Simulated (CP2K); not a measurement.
Methyl acrylate has these distinct C atoms: C1 (bonded to O and 3 H), C3 (bonded to C and 2 O), C5 (bonded to 2 C and H) and C6 (bonded to C and 2 H).

```xyz
12

C     2.1068    0.1862   -0.0872
O     0.6746    0.3724   -0.2004
C    -0.0776   -0.6298    0.3444
O     0.4057   -1.6164    0.8854
C    -1.5367   -0.4041    0.2181
C    -2.1082    0.6498   -0.3779
H     2.4037    0.1399    0.9683
H     2.4146   -0.7414   -0.5858
H     2.5507    1.0578   -0.5769
H    -2.1323   -1.1990    0.6667
H    -1.5085    1.4409   -0.8265
H    -3.1927    0.7437   -0.4281
```

Their partial C K spectra (CP2K XAS_TDP, all-electron GAPW, PBEh(45%), aug-cc-pVDZ, TDA, GW2X-corrected core level, no relativity) are given in random order, each times the number of alike atoms.

Gaussian full width 0.5 eV, oscillator strength per eV, alike atoms added, rows of zeros left out:

| E (eV) | curve 1 | curve 2 | curve 3 | curve 4 |
| --- | --- | --- | --- | --- |
| 286.00 | 0.000 | 0.006 | 0.000 | 0.000 |
| 286.25 | 0.001 | 0.047 | 0.000 | 0.000 |
| 286.50 | 0.015 | 0.098 | 0.000 | 0.000 |
| 286.75 | 0.060 | 0.052 | 0.000 | 0.000 |
| 287.00 | 0.059 | 0.007 | 0.000 | 0.000 |
| 287.25 | 0.015 | 0.000 | 0.000 | 0.000 |
| 287.50 | 0.001 | 0.000 | 0.000 | 0.000 |
| 289.25 | 0.000 | 0.000 | 0.000 | 0.003 |
| 289.50 | 0.000 | 0.000 | 0.000 | 0.033 |
| 289.75 | 0.000 | 0.000 | 0.000 | 0.107 |
| 290.00 | 0.000 | 0.000 | 0.000 | 0.088 |
| 290.25 | 0.000 | 0.000 | 0.000 | 0.018 |
| 290.50 | 0.006 | 0.004 | 0.000 | 0.001 |
| 290.75 | 0.029 | 0.013 | 0.000 | 0.000 |
| 291.00 | 0.049 | 0.016 | 0.001 | 0.000 |
| 291.25 | 0.030 | 0.027 | 0.014 | 0.000 |
| 291.50 | 0.014 | 0.028 | 0.062 | 0.000 |
| 291.75 | 0.008 | 0.009 | 0.070 | 0.000 |
| 292.00 | 0.003 | 0.004 | 0.021 | 0.000 |
| 292.25 | 0.006 | 0.012 | 0.005 | 0.000 |
| 292.50 | 0.010 | 0.018 | 0.020 | 0.000 |
| 292.75 | 0.009 | 0.012 | 0.073 | 0.000 |
| 293.00 | 0.013 | 0.009 | 0.074 | 0.000 |
| 293.25 | 0.022 | 0.020 | 0.024 | 0.000 |
| 293.50 | 0.024 | 0.026 | 0.011 | 0.000 |
| 293.75 | 0.017 | 0.014 | 0.010 | 0.000 |
| 294.00 | 0.013 | 0.006 | 0.015 | 0.006 |
| 294.25 | 0.014 | 0.008 | 0.022 | 0.027 |
| 294.50 | 0.012 | 0.007 | 0.022 | 0.033 |
| 294.75 | 0.009 | 0.009 | 0.028 | 0.014 |
| 295.00 | 0.009 | 0.010 | 0.034 | 0.005 |
| 295.25 | 0.007 | 0.007 | 0.040 | 0.005 |
| 295.50 | 0.007 | 0.003 | 0.046 | 0.005 |
| 295.75 | 0.006 | 0.001 | 0.027 | 0.007 |
| 296.00 | 0.005 | 0.002 | 0.009 | 0.005 |
| 296.25 | 0.010 | 0.004 | 0.006 | 0.004 |
| 296.50 | 0.010 | 0.003 | 0.005 | 0.009 |
| 296.75 | 0.005 | 0.002 | 0.004 | 0.013 |
| 297.00 | 0.011 | 0.003 | 0.004 | 0.014 |
| 297.25 | 0.020 | 0.008 | 0.007 | 0.018 |

Which curve belongs to which atom?

Curve 1: C5 (bonded to 2 C and H), leading line at 286.87 eV (f = 0.038 an atom), ionisation energy 292.72 eV, term value 5.85 eV. Curve 2: C6 (bonded to C and 2 H), leading line at 286.51 eV (f = 0.052 an atom), ionisation energy 292.88 eV, term value 6.37 eV. Curve 3: C1 (bonded to O and 3 H), leading line at 291.64 eV (f = 0.042 an atom), ionisation energy 294.12 eV, term value 2.48 eV. Curve 4: C3 (bonded to C and 2 O), leading line at 289.84 eV (f = 0.062 an atom), ionisation energy 296.33 eV, term value 6.49 eV. The leading line of an atom is its first one with 35 % of the strongest within 2.5 eV of its lowest line over the strength cut. A line lies at the core ionisation energy, which rises as an atom loses charge to its neighbours or to a π system, less the term value, which is large for a low π* or σ* orbital with weight on that atom.

[Banner, clock and machine lines of the logs are left out without a mark of their own.]

[Logs are printed without paths, hosts, clocks, repeated set-up lines and the standing remarks that a program may print on its own settings, such as how far it seeks lower states.]

[Hosts, paths, dates, database ids (printed as entryN), source tags and the programs' standing remarks are cut or masked in the printed files.]
